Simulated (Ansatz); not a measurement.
Rows from a G0W0 calculation on Ti2CO2 (MXene monolayer) (Ansatz 0.2.0; G0W0 on PBE, plane waves, PAW; PAW set soft_1; 9×9×1 mesh, 335 empty bands, screening to 70 eV, PAW set soft_1 files), in eV. Spin-orbit coupling is left out.

```csv
row,Σx,Σc,Vxc,Z
A,-19.39,1.96,-17.60,0.64
B,-19.32,1.20,-18.43,0.66
C,-14.23,-4.54,-19.95,0.64
D,-20.67,2.87,-17.88,0.64
E,-13.99,-5.92,-21.18,0.63
F,-13.55,-7.02,-21.81,0.60
```

**Question.** Which rows are filled states and which are empty ones, and how can one tell?

Filled: A, B and D. Empty: C, E and F. The sign of Σc tells: for a filled state bare exchange, which holds its interaction with itself, lies below Vxc (Σx − Vxc is -0.9 eV or lower here) and screening gives part back as a positive Σc. For an empty state Σx lies above Vxc (+5.7 eV or more) and the Coulomb hole leaves Σc negative.

[Paths, hosts, dates, memory and timing lines, banners, echoed tables and standing remarks are left out of the program output.]

[Logs are printed without paths, hosts, clocks, repeated set-up lines and the standing remarks that a program may print on its own settings, such as how far it seeks lower states.]

[Runs of the session that timed out or met a known fault of the program may be left out.]

[Cells called generated may have been cut or substituted from an entry of the Crystallography Open Database or the Materials Project.]

[Hosts, paths, dates, database ids (printed as entryN), source tags and the programs' standing remarks are cut or masked in the printed files.]
